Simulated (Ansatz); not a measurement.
## Ti3Mo, from a guessed structure to a relaxed one

Starting from a made-up structure for Ti3Mo, the aim is the relaxed cell, its shortest contacts and, where a second run follows, its electronic structure.

Calculated with Ansatz 0.2.0; DFT, PBE, plane-wave PAW, files of the set soft_1, scalar-relativistic, no spin, cell and ions relaxed at zero pressure; PAW set soft_1, in the first sound run; inputs show where later runs differ.

## 1. Starting point

The structure is hexagonal, space group P6_3/mmc (No. 194). Conventional cell: a = 5.812 Å, b = 5.812 Å, c = 4.813 Å, α = 90.00°, β = 90.00°, γ = 120.00°. Nearest to Mo lie 12 Ti at 2.91 to 2.93 Å. Ti has 8 Ti at 2.89 to 2.94 Å and 4 Mo at 2.91 to 2.93 Å nearest. Farther neighbours are not listed.

## 2. Relaxing cell and atoms

The guessed cell has no reason to be at equilibrium. It is relaxed with the atoms, within the space group of the guess.

Contents of input.yaml:

```yaml
crystal:
  lattice:
    - [5.812, 0.0, 0.0]
    - [-2.906, 5.033339647, 0.0]
    - [0.0, 0.0, 4.813]
  atoms:
    - { symbol: Mo, position: [0.333333333, 0.666666667, 0.75] }
    - { symbol: Mo, position: [0.666666667, 0.333333333, 0.25] }
    - { symbol: Ti, position: [0.167500005, 0.33500001, 0.25] }
    - { symbol: Ti, position: [0.167500005, 0.832499995, 0.25] }
    - { symbol: Ti, position: [0.66499999, 0.832499995, 0.25] }
    - { symbol: Ti, position: [0.832499995, 0.66499999, 0.75] }
    - { symbol: Ti, position: [0.832499995, 0.167500005, 0.75] }
    - { symbol: Ti, position: [0.33500001, 0.167500005, 0.75] }
kpoints:
  mp_grid: { grid: [5, 5, 6] }
scf:
  occupations: { method: fermi_dirac, width: 0.05 }
hamiltonian:
  xc: pbe
  pseudopotentials: { kind: paw, azcp: { folder: soft_1 } }
relax:
  f_tol: 0.015
  max_steps: 70
  cell: {}
output:
  forces: true
  stress: true
```

On the command line:

```
$ ansatz run input.yaml --threads 4 --pin off --max-ram 10240MiB --backend cpu --events-out ev --progress --plain --runs-dir out
```

Numbers of over 12 decimals in the logs are rounded to 6 here.

Log:

```text
Engine: ansatz 0.2.0, x86_64-unknown-linux-gnu
Pseudopotentials: kind: paw
Pseudopotential: Mo, paw, valence charge 14, recommended cutoff 420 eV (normal), soft_1/Mo.paw.azcp
Pseudopotential: Ti, paw, valence charge 12, recommended cutoff 420 eV (normal), soft_1/Ti.paw.azcp
Functional definition: PBE
  parameter kappa = 0.804
  parameter beta = 0.066725
  exchange = pbe_x(kappa = kappa, mu = beta*pi^2/3)
  correlation = pbe_c(beta = beta)
Crystal: 8 atoms, lattice volume = 140.798 Å³
Basis set: ecut = 420 eV, 2753 PW (Γ), exchange–correlation on 80×80×72 points (8 copies of the dense FFT grid, shifted against one another)
Bands: 60, of which v1, the nominal top of the filled ones, is band 50 counted from 1 (49 counted from 0)
Symmetry: 24 space group operations
Space group: P63/mmc (ITA 194), of the structure as read, at distance tolerance 5.2e-5 Å
k-points: 20 of 150
Non-local potential: Mo, projectors of the file, l = 0: 3, l = 1: 2, l = 2: 2, l = 3: 1
Non-local potential: Ti, projectors of the file, l = 0: 3, l = 1: 2, l = 2: 3, l = 3: 1
PAW form: soft (Blöchl's): semilocal exchange-correlation on the pseudo side does not see the compensation charge
PAW one-centre angular grid: Mo, 590 points (default); XC on 64 Gauss nodes
PAW one-centre angular grid: Ti, 590 points (default); XC on 64 Gauss nodes
Initial density: superposition of atomic densities (chi_scale 0.1, normalization cell, long waves kept (reshape's long-wave potential 0.00 eV rms))
Initial wavefunctions: pseudopotential atomic-orbital guess
Functional: x = pbe(κ = 0.804, μ = 0.219515), c = pbe(β = 0.066725)
SCF iter   1: F=—  HF=-24924.070199 eV  |F-HF|=—  |Δ(HF+E_count)|=         —  Δρ=1.73e-1  dr2=1.14e2  ethr=3.10e-3  ⟨swp⟩=7.1  Hψ=4380  notcnv=0
preconditioner: auto → Kerker (q_TF=auto, 2.577 Å⁻¹)  [metal: Δε(μ)=0.028 eV  Ē_g=2.521 eV  σ=0.050 eV  W_gap=0.14  n_scr=44 (ndim 8)  ℏωp=18.8 eV  f_vac=0.000  D(μ)=18.04/eV (n_scr^D=276)]
SCF iter   2: F=—  HF=-24909.955302 eV  |F-HF|=—  |Δ(HF+E_count)|=    1.41e1  Δρ=4.65e-2  dr2=5.62e0  ethr=3.10e-3  ⟨swp⟩=5.0  Hψ=3417  notcnv=0
SCF iter   3: F=—  HF=-24909.273431 eV  |F-HF|=—  |Δ(HF+E_count)|=   6.82e-1  Δρ=2.33e-2  dr2=1.15e0  ethr=3.10e-3  ⟨swp⟩=4.5  Hψ=2672  notcnv=0
SCF iter   4: F=—  HF=-24909.251652 eV  |F-HF|=—  |Δ(HF+E_count)|=   2.18e-2  Δρ=1.14e-2  dr2=3.37e-1  ethr=1.15e-3  ⟨swp⟩=3.2  Hψ=2026  notcnv=0
SCF iter   5: F=—  HF=-24909.211584 eV  |F-HF|=—  |Δ(HF+E_count)|=   4.01e-2  Δρ=4.60e-3  dr2=5.69e-2  ethr=3.37e-4  ⟨swp⟩=2.8  Hψ=1584  notcnv=0
SCF iter   6: F=—  HF=-24909.206948 eV  |F-HF|=—  |Δ(HF+E_count)|=   4.64e-3  Δρ=6.09e-4  dr2=7.55e-4  ethr=5.69e-5  ⟨swp⟩=2.3  Hψ=1706  notcnv=0
SCF iter   7: F=—  HF=-24909.206948 eV  |F-HF|=—  |Δ(HF+E_count)|=   6.99e-7  Δρ=1.34e-4  dr2=2.36e-5  ethr=7.55e-7  ⟨swp⟩=2.0  Hψ=1458  notcnv=0
SCF iter   8: F=—  HF=-24909.206902 eV  |F-HF|=—  |Δ(HF+E_count)|=   4.56e-5  Δρ=4.20e-5  dr2=4.60e-6  ethr=2.36e-8  ⟨swp⟩=2.2  Hψ=1622  notcnv=0
SCF iter   9: F=—  HF=-24909.206902 eV  |F-HF|=—  |Δ(HF+E_count)|=   3.58e-7  Δρ=9.38e-6  dr2=2.55e-7  ethr=4.60e-9  ⟨swp⟩=2.0  Hψ=1509  notcnv=0
SCF iter  10: F=-24909.206902 eV  HF=-24909.206902 eV  |F-HF|=8.66e-9  |Δ(HF+E_count)|=   1.63e-8  Δρ=1.94e-6  dr2=1.05e-8  ethr=1.00e-10  ⟨swp⟩=4.1  Hψ=3486  notcnv=0
SCF 1 converged in 10 iterations: F = -24909.206902 eV  dr2 = 1.05e-8
  greatest PAW one-centre occupation: 0.999 electrons in one spin orbital (limit 2), on the Mo atom at site 1 (counted from 0), in its partial waves of l = 0
relax step   1: F+E_penalty+E_count = -24909.20690157 eV  Δ(F+E_penalty+E_count) = +0.000e0 eV  max|allowed force component| = 2.008e-1 eV/Å  Δτ_max = 0.0000 Å  P = -6.207 GPa  Ω = 140.798 Å³  (10 SCF iters, dr2 threshold 1.00e-7 eV, accepted)
Crystal: 8 atoms, lattice volume = 123.487 Å³
Basis set: ecut = 420 eV, 2403 PW (Γ), exchange–correlation on 80×80×72 points (8 copies of the dense FFT grid, shifted against one another)
Initial density: handed on by an earlier stage of this run
Initial wavefunctions: those handed on with the density
iter 1 solved again at ethr=8.79e-4 eV; its pass at ethr=3.10e-3 eV (dr2=8.79e-1 eV) is discarded
SCF iter   1: F=—  HF=-24908.999794 eV  |F-HF|=—  |Δ(HF+E_count)|=         —  Δρ=1.81e-2  dr2=8.86e-1  ethr=8.79e-4  ⟨swp⟩=1.1  Hψ=5709  notcnv=0
preconditioner: auto → Kerker (q_TF=auto, 2.634 Å⁻¹)  [metal: Δε(μ)=0.022 eV  Ē_g=2.796 eV  σ=0.050 eV  W_gap=0.11  n_scr=32 (ndim 8)  ℏωp=20.0 eV  f_vac=0.000  D(μ)=11.00/eV (n_scr^D=136)]
SCF iter   2: F=—  HF=-24908.927064 eV  |F-HF|=—  |Δ(HF+E_count)|=   7.27e-2  Δρ=7.09e-3  dr2=1.22e-1  ethr=8.79e-4  ⟨swp⟩=2.4  Hψ=1504  notcnv=0
SCF iter   3: F=—  HF=-24908.915844 eV  |F-HF|=—  |Δ(HF+E_count)|=   1.12e-2  Δρ=1.52e-3  dr2=3.39e-3  ethr=1.22e-4  ⟨swp⟩=2.2  Hψ=1696  notcnv=0
SCF iter   4: F=—  HF=-24908.915396 eV  |F-HF|=—  |Δ(HF+E_count)|=   4.48e-4  Δρ=2.86e-4  dr2=1.61e-4  ethr=3.39e-6  ⟨swp⟩=2.0  Hψ=2036  notcnv=0
SCF iter   5: F=—  HF=-24908.915394 eV  |F-HF|=—  |Δ(HF+E_count)|=   2.97e-6  Δρ=5.61e-5  dr2=5.50e-6  ethr=1.61e-7  ⟨swp⟩=2.0  Hψ=1523  notcnv=0
SCF iter   6: F=-24908.915392 eV  HF=-24908.915392 eV  |F-HF|=6.54e-7  |Δ(HF+E_count)|=   1.00e-6  Δρ=1.61e-5  dr2=7.80e-7  ethr=8.00e-10  ⟨swp⟩=4.0  Hψ=3667  notcnv=0
SCF 2 converged in 6 iterations: F = -24908.915392 eV  dr2 = 7.80e-7
relax step   2: F+E_penalty+E_count = -24908.91539185 eV  Δ(F+E_penalty+E_count) = +2.915e-1 eV  max|allowed force component| = 3.441e-1 eV/Å  Δτ_max = 0.0302 Å  P = +13.630 GPa  Ω = 123.487 Å³  energy of the carried Pulay correction = +4.099e-3 eV  (6 SCF iters, dr2 threshold 8.00e-7 eV, rejected (line search))
Crystal: 8 atoms, lattice volume = 134.882 Å³
Basis set: ecut = 420 eV, 2667 PW (Γ), exchange–correlation on 80×80×72 points (8 copies of the dense FFT grid, shifted against one another)
iter 1 solved again at ethr=6.09e-4 eV; its pass at ethr=3.10e-3 eV (dr2=6.09e-1 eV) is discarded
SCF iter   1: F=—  HF=-24909.401232 eV  |F-HF|=—  |Δ(HF+E_count)|=         —  Δρ=1.40e-2  dr2=6.16e-1  ethr=6.09e-4  ⟨swp⟩=1.0  Hψ=5724  notcnv=0
preconditioner: auto → Kerker (q_TF=auto, 2.596 Å⁻¹)  [metal: Δε(μ)=0.027 eV  Ē_g=2.629 eV  σ=0.050 eV  W_gap=0.13  n_scr=44 (ndim 8)  ℏωp=19.2 eV  f_vac=0.000  D(μ)=13.42/eV (n_scr^D=162)]
SCF iter   2: F=—  HF=-24909.355822 eV  |F-HF|=—  |Δ(HF+E_count)|=   4.54e-2  Δρ=5.11e-3  dr2=7.53e-2  ethr=6.09e-4  ⟨swp⟩=2.1  Hψ=1384  notcnv=0
SCF iter   3: F=—  HF=-24909.350418 eV  |F-HF|=—  |Δ(HF+E_count)|=   5.40e-3  Δρ=1.13e-3  dr2=2.03e-3  ethr=7.53e-5  ⟨swp⟩=2.0  Hψ=1510  notcnv=0
SCF iter   4: F=—  HF=-24909.350196 eV  |F-HF|=—  |Δ(HF+E_count)|=   2.21e-4  Δρ=2.99e-4  dr2=2.45e-4  ethr=2.03e-6  ⟨swp⟩=2.0  Hψ=2052  notcnv=0
SCF iter   5: F=—  HF=-24909.350175 eV  |F-HF|=—  |Δ(HF+E_count)|=   2.10e-5  Δρ=5.47e-5  dr2=1.05e-5  ethr=2.45e-7  ⟨swp⟩=2.0  Hψ=1525  notcnv=0
SCF iter   6: F=—  HF=-24909.350189 eV  |F-HF|=—  |Δ(HF+E_count)|=   1.38e-5  Δρ=1.68e-5  dr2=9.68e-7  ethr=1.05e-8  ⟨swp⟩=1.8  Hψ=1281  notcnv=0
SCF iter   7: F=—  HF=-24909.350190 eV  |F-HF|=—  |Δ(HF+E_count)|=   5.60e-7  Δρ=2.92e-6  dr2=1.02e-8  ethr=9.68e-10  ⟨swp⟩=2.0  Hψ=1467  notcnv=0
SCF iter   8: F=—  HF=-24909.350190 eV  |F-HF|=—  |Δ(HF+E_count)|=   1.63e-9  Δρ=6.90e-7  dr2=7.27e-10  ethr=1.02e-11  ⟨swp⟩=2.7  Hψ=2271  notcnv=0
SCF iter   9: F=-24909.350190 eV  HF=-24909.350190 eV  |F-HF|=2.91e-11  |Δ(HF+E_count)|=  9.09e-11  Δρ=1.62e-7  dr2=4.83e-11  ethr=1.00e-12  ⟨swp⟩=4.1  Hψ=3673  notcnv=0
SCF 3 converged in 9 iterations: F = -24909.350190 eV  dr2 = 4.83e-11
relax step   3: F+E_penalty+E_count = -24909.35018951 eV  Δ(F+E_penalty+E_count) = -1.433e-1 eV  max|allowed force component| = 4.611e-2 eV/Å  Δτ_max = 0.0113 Å  P = -0.776 GPa  Ω = 134.882 Å³  energy of the carried Pulay correction = +1.343e-3 eV  (9 SCF iters, accepted)
Crystal: 8 atoms, lattice volume = 134.064 Å³
iter 1 solved again at ethr=1.47e-6 eV; its pass at ethr=3.10e-3 eV (dr2=1.47e-3 eV) is discarded
SCF iter   1: F=—  HF=-24909.353067 eV  |F-HF|=—  |Δ(HF+E_count)|=         —  Δρ=7.74e-4  dr2=1.51e-3  ethr=1.47e-6  ⟨swp⟩=2.0  Hψ=5360  notcnv=0
preconditioner: auto → Kerker (q_TF=auto, 2.598 Å⁻¹)  [metal: Δε(μ)=0.025 eV  Ē_g=2.620 eV  σ=0.050 eV  W_gap=0.12  n_scr=44 (ndim 8)  ℏωp=19.2 eV  f_vac=0.000  D(μ)=13.09/eV (n_scr^D=162)]
SCF iter   2: F=—  HF=-24909.352884 eV  |F-HF|=—  |Δ(HF+E_count)|=   1.83e-4  Δρ=3.88e-4  dr2=4.09e-4  ethr=1.47e-6  ⟨swp⟩=1.2  Hψ=1206  notcnv=0
SCF iter   3: F=—  HF=-24909.352808 eV  |F-HF|=—  |Δ(HF+E_count)|=   7.65e-5  Δρ=8.19e-5  dr2=2.41e-5  ethr=4.09e-7  ⟨swp⟩=2.0  Hψ=1524  notcnv=0
iter 4 did not close the SCF: its close was put off for the readings that it lacked (scf_convergence_deferred on its scf_iter line)
SCF iter   4: F=-24909.352801 eV  HF=-24909.352801 eV  |F-HF|=2.81e-7  |Δ(HF+E_count)|=   6.17e-6  Δρ=1.48e-5  dr2=4.25e-7  ethr=2.41e-8  ⟨swp⟩=2.0  Hψ=1554  notcnv=0
iter 5 did not close the SCF: its close was put off for the readings that it lacked (scf_convergence_deferred on its scf_iter line)
SCF iter   5: F=-24909.352801 eV  HF=-24909.352801 eV  |F-HF|=1.97e-8  |Δ(HF+E_count)|=   6.83e-8  Δρ=4.44e-6  dr2=2.79e-8  ethr=4.25e-10  ⟨swp⟩=2.0  Hψ=1604  notcnv=0
SCF iter   6: F=-24909.352801 eV  HF=-24909.352801 eV  |F-HF|=1.19e-9  |Δ(HF+E_count)|=   7.72e-9  Δρ=1.33e-6  dr2=2.89e-9  ethr=2.79e-11  ⟨swp⟩=1.0  Hψ=3212  notcnv=0
SCF 4 converged in 6 iterations: F = -24909.352801 eV  dr2 = 2.89e-9
relax step   4: F+E_penalty+E_count = -24909.35280128 eV  Δ(F+E_penalty+E_count) = -2.612e-3 eV  max|allowed force component| = 5.232e-3 eV/Å  Δτ_max = 0.0032 Å  P = +0.096 GPa  Ω = 134.064 Å³  energy of the carried Pulay correction = +1.533e-3 eV  (6 SCF iters, dr2 threshold 8.00e-7 eV, accepted)
Crystal: 8 atoms, lattice volume = 134.134 Å³
iter 1 solved again at ethr=2.15e-7 eV; its pass at ethr=3.10e-3 eV (dr2=2.15e-4 eV) is discarded
SCF iter   1: F=—  HF=-24909.352907 eV  |F-HF|=—  |Δ(HF+E_count)|=         —  Δρ=2.47e-4  dr2=2.22e-4  ethr=2.15e-7  ⟨swp⟩=2.0  Hψ=5346  notcnv=0
preconditioner: auto → Kerker (q_TF=auto, 2.598 Å⁻¹)  [metal: Δε(μ)=0.024 eV  Ē_g=2.619 eV  σ=0.050 eV  W_gap=0.12  n_scr=44 (ndim 8)  ℏωp=19.2 eV  f_vac=0.000  D(μ)=13.12/eV (n_scr^D=162)]
SCF iter   2: F=—  HF=-24909.352899 eV  |F-HF|=—  |Δ(HF+E_count)|=   7.76e-6  Δρ=8.62e-5  dr2=3.03e-5  ethr=2.15e-7  ⟨swp⟩=1.2  Hψ=1212  notcnv=0
SCF iter   3: F=—  HF=-24909.352897 eV  |F-HF|=—  |Δ(HF+E_count)|=   1.97e-6  Δρ=2.57e-5  dr2=3.39e-6  ethr=3.03e-8  ⟨swp⟩=1.6  Hψ=1233  notcnv=0
SCF iter   4: F=—  HF=-24909.352896 eV  |F-HF|=—  |Δ(HF+E_count)|=   7.01e-7  Δρ=9.37e-6  dr2=1.71e-7  ethr=3.39e-9  ⟨swp⟩=2.0  Hψ=1532  notcnv=0
iter 5 did not close the SCF: its close was put off for the readings that it lacked (scf_convergence_deferred on its scf_iter line)
SCF iter   5: F=-24909.352896 eV  HF=-24909.352896 eV  |F-HF|=2.87e-9  |Δ(HF+E_count)|=   2.68e-8  Δρ=1.92e-6  dr2=3.75e-9  ethr=1.71e-10  ⟨swp⟩=2.0  Hψ=1548  notcnv=0
SCF iter   6: F=-24909.352896 eV  HF=-24909.352896 eV  |F-HF|=5.09e-10  |Δ(HF+E_count)|=   1.03e-9  Δρ=5.93e-7  dr2=7.06e-10  ethr=3.75e-12  ⟨swp⟩=1.1  Hψ=3476  notcnv=0
SCF 5 converged in 6 iterations: F = -24909.352896 eV  dr2 = 7.06e-10
relax step   5: F+E_penalty+E_count = -24909.35289624 eV  Δ(F+E_penalty+E_count) = -9.496e-5 eV  max|allowed force component| = 2.668e-3 eV/Å  Δτ_max = 0.0005 Å  P = +0.034 GPa  Ω = 134.134 Å³  energy of the carried Pulay correction = +1.517e-3 eV  (6 SCF iters, dr2 threshold 6.14e-8 eV, accepted)
Crystal: 8 atoms, lattice volume = 134.189 Å³
iter 1 solved again at ethr=5.26e-7 eV; its pass at ethr=3.10e-3 eV (dr2=5.26e-4 eV) is discarded
SCF iter   1: F=—  HF=-24909.353040 eV  |F-HF|=—  |Δ(HF+E_count)|=         —  Δρ=4.34e-4  dr2=5.51e-4  ethr=5.26e-7  ⟨swp⟩=2.0  Hψ=5353  notcnv=0
preconditioner: auto → Kerker (q_TF=auto, 2.598 Å⁻¹)  [metal: Δε(μ)=0.011 eV  Ē_g=2.618 eV  σ=0.050 eV  W_gap=0.06  n_scr=44 (ndim 8)  ℏωp=19.2 eV  f_vac=0.000  D(μ)=13.12/eV (n_scr^D=162)]
SCF iter   2: F=—  HF=-24909.353004 eV  |F-HF|=—  |Δ(HF+E_count)|=   3.55e-5  Δρ=1.78e-4  dr2=8.46e-5  ethr=5.26e-7  ⟨swp⟩=1.4  Hψ=1213  notcnv=0
SCF iter   3: F=—  HF=-24909.353001 eV  |F-HF|=—  |Δ(HF+E_count)|=   3.60e-6  Δρ=5.21e-5  dr2=9.76e-6  ethr=8.46e-8  ⟨swp⟩=1.7  Hψ=1244  notcnv=0
SCF iter   4: F=—  HF=-24909.352998 eV  |F-HF|=—  |Δ(HF+E_count)|=   2.72e-6  Δρ=1.50e-5  dr2=3.70e-7  ethr=9.76e-9  ⟨swp⟩=2.0  Hψ=1503  notcnv=0
iter 5 did not close the SCF: its close was put off for the readings that it lacked (scf_convergence_deferred on its scf_iter line)
SCF iter   5: F=-24909.352998 eV  HF=-24909.352998 eV  |F-HF|=8.35e-9  |Δ(HF+E_count)|=   6.85e-8  Δρ=3.64e-6  dr2=1.16e-8  ethr=3.70e-10  ⟨swp⟩=2.0  Hψ=1559  notcnv=0
SCF iter   6: F=-24909.352998 eV  HF=-24909.352998 eV  |F-HF|=8.19e-10  |Δ(HF+E_count)|=   3.31e-9  Δρ=8.89e-7  dr2=1.39e-9  ethr=1.16e-11  ⟨swp⟩=1.8  Hψ=3572  notcnv=0
SCF 6 converged in 6 iterations: F = -24909.352998 eV  dr2 = 1.39e-9
relax step   6: F+E_penalty+E_count = -24909.35299810 eV  Δ(F+E_penalty+E_count) = -1.019e-4 eV  max|allowed force component| = 4.891e-4 eV/Å  Δτ_max = 0.0008 Å  P = +0.002 GPa  Ω = 134.189 Å³  energy of the carried Pulay correction = +1.504e-3 eV  (6 SCF iters, dr2 threshold 1.70e-8 eV, accepted)
Basis set: ecut = 420 eV, 2667 PW (Γ), exchange–correlation on 80×80×64 points (8 copies of the dense FFT grid, shifted against one another)
Initial wavefunctions: pseudopotential atomic-orbital guess (no wavefunctions were taken with the density)
iter 1 solved again at ethr=1.00e-6 eV; its pass at ethr=3.10e-3 eV (dr2=1.00e-3 eV) is discarded
SCF iter   1: F=—  HF=-24909.350993 eV  |F-HF|=—  |Δ(HF+E_count)|=         —  Δρ=6.07e-5  dr2=6.73e-7  ethr=1.00e-6  ⟨swp⟩=3.1  Hψ=6771  notcnv=0
eigensolver tolerance schedule: the retry pair's looser diagonalisation over-reported the residual by 1490.17 of it (diagonalisation noise at 0.93 of the residual, at the tolerance the schedule requests for it); recorded, not acted on — ethr = c·dr2/N_el stays at c = 1.0e-1
preconditioner: auto → Kerker (q_TF=auto, 2.598 Å⁻¹)  [metal: Δε(μ)=0.012 eV  Ē_g=2.617 eV  σ=0.050 eV  W_gap=0.06  n_scr=44 (ndim 8)  ℏωp=19.2 eV  f_vac=0.000  D(μ)=13.15/eV (n_scr^D=162)]
SCF iter   2: F=—  HF=-24909.351237 eV  |F-HF|=—  |Δ(HF+E_count)|=   2.44e-4  Δρ=3.31e-5  dr2=3.26e-7  ethr=6.73e-10  ⟨swp⟩=2.0  Hψ=2239  notcnv=0
SCF iter   3: F=—  HF=-24909.351237 eV  |F-HF|=—  |Δ(HF+E_count)|=   3.97e-7  Δρ=4.87e-6  dr2=2.54e-8  ethr=3.26e-10  ⟨swp⟩=2.0  Hψ=2195  notcnv=0
SCF iter   4: F=—  HF=-24909.351237 eV  |F-HF|=—  |Δ(HF+E_count)|=   5.39e-9  Δρ=1.36e-6  dr2=2.00e-9  ethr=2.54e-11  ⟨swp⟩=2.0  Hψ=1479  notcnv=0
SCF iter   5: F=—  HF=-24909.351237 eV  |F-HF|=—  |Δ(HF+E_count)|=  9.86e-10  Δρ=3.97e-7  dr2=2.40e-10  ethr=2.00e-12  ⟨swp⟩=2.0  Hψ=1468  notcnv=0
SCF iter   6: F=-24909.351237 eV  HF=-24909.351237 eV  |F-HF|=3.64e-12  |Δ(HF+E_count)|=  7.28e-12  Δρ=5.38e-8  dr2=2.89e-12  ethr=1.00e-12  ⟨swp⟩=3.9  Hψ=3356  notcnv=0
SCF 7 converged in 6 iterations: F = -24909.351237 eV  dr2 = 2.89e-12
relax step   7: F+E_penalty+E_count = -24909.35123719 eV  Δ(F+E_penalty+E_count) = +1.761e-3 eV  max|allowed force component| = 3.743e-4 eV/Å  Δτ_max = 0.0000 Å  P = +0.014 GPa  Ω = 134.189 Å³  stress off target by 1.66e-2 GPa  SCF on the basis re-selected at this cell (its energy is not comparable with the rows above)  (6 SCF iters)
basis re-selected at this cell: Δ(F+E_penalty+E_count) = +1.761e-3 eV, ΔP = +0.012 GPa vs the last step (what re-selecting the basis moved, of the pressure what is left beyond the Pulay correction that the steps carried, after the strain that the cell walked since its last selection, with what the two solves' SCF thresholds leave and, on support functions, any second-order correction that the steps lacked; it is no measure of the basis error at this ecutwfc). The dense FFT grid was sized anew with the basis: this SCF ran on 40×40×32 points, the steps before it on 40×40×36, so part of this shift can come from that change (see relax.cell in the input reference). [rest of the remark cut]
SCF converged after 6 iterations
Free energy (F): -24909.351237 eV
Harris-Foulkes:  -24909.351237 eV  (|F-HF|=3.64e-12)
Internal energy: -24909.241005 eV  (E = F + TS)
E sigma→0 (E₀):  -24909.296121 eV
Entropy (-TS):   -0.110232 eV (-13.779 meV/atom)
Fermi energy:    15.180689 eV
--- Per-component energies (eV) ---
  E_band       = -1074.947436
  E_kinetic    = 2532.156736
  E_local      = -6817.303625  (includes V_loc(G=0)·N_el)
  E_nonlocal   = 662.340884
  E_hartree    = 2611.972964
  E_xc         = -1049.237786
  E_vxc        = -1311.940517  (∫ρ·V_xc dr)
  E_paw        = -12677.495004  (= ΣΔE_a)
  E_vpaw       = -1364.146431  (= ΣTr[D̂ρ^β])
  E_aug_tail   = -0.000378  (compensation charges beyond the density's cutoff)
  E_ewald      = -10171.674796
  E_smearing   = -0.110232  (= −TS)
  E_closure    = 0.000000  (closes the sum)
  Σ components = -24909.351237   (vs F -24909.351237, Δ=0.00e0)
--- Forces (eV/Å), atoms counted from 1 ---
  atom   1  Mo     0.00000000    -0.00000000    -0.00000000
  atom   2  Mo    -0.00000000     0.00000000     0.00000000
  atom   3  Ti     0.00000000     0.00037428    -0.00000000
  atom   4  Ti     0.00032414    -0.00018714     0.00000000
  atom   5  Ti    -0.00032414    -0.00018714     0.00000000
  atom   6  Ti    -0.00000000    -0.00037428     0.00000000
  atom   7  Ti    -0.00032414     0.00018714     0.00000000
  atom   8  Ti     0.00032414     0.00018714    -0.00000000
  max |Σ_I F_I| component: 9.25e-18 eV/Å
--- Stress (GPa, compression-positive) ---
        0.016634      -0.000000       0.000000
        0.000000       0.016634      -0.000000
        0.000000      -0.000000       0.009165
  P = ⅓ Tr σ = 0.0141 GPa (0.141 kbar)
--- Relaxed structure (6 steps of the walk, 5 accepted, 1 SCFs on fresh bases) ---
  F+E_penalty+E_count = -24909.35123719 eV   max|allowed force component| = 3.743e-4 eV/Å   (the final SCF, on the basis selected at the relaxed cell)
  cell:  # Å, volume = 134.1894 Å³
    - [5.734840, 0.0, 0.0]
    - [-2.867420, 4.966517, 0.0]
    - [0.0, 0.0, 4.711347]
  atoms:
    - { symbol: Mo, position: [0.333333, 0.666667, 0.75] }
    - { symbol: Mo, position: [0.666667, 0.333333, 0.25] }
    - { symbol: Ti, position: [0.169063, 0.338125, 0.25] }
    - { symbol: Ti, position: [0.169063, 0.830937, 0.25] }
    - { symbol: Ti, position: [0.661875, 0.830937, 0.25] }
    - { symbol: Ti, position: [0.830937, 0.661875, 0.75] }
    - { symbol: Ti, position: [0.830937, 0.169063, 0.75] }
    - { symbol: Ti, position: [0.338125, 0.169063, 0.75] }
```

Run time: 34 s. Hardware: 4 threads of AMD EPYC 7R13 (Zen 3), shared host; peak memory 0.65 GiB.

(Continued in part 2 of 2.)

[Logs are printed without paths, hosts, clocks, repeated set-up lines and the standing remarks that a program may print on its own settings, such as how far it seeks lower states.]

[Hosts, paths, dates, database ids (printed as entryN), source tags and the programs' standing remarks are cut or masked in the printed files.]
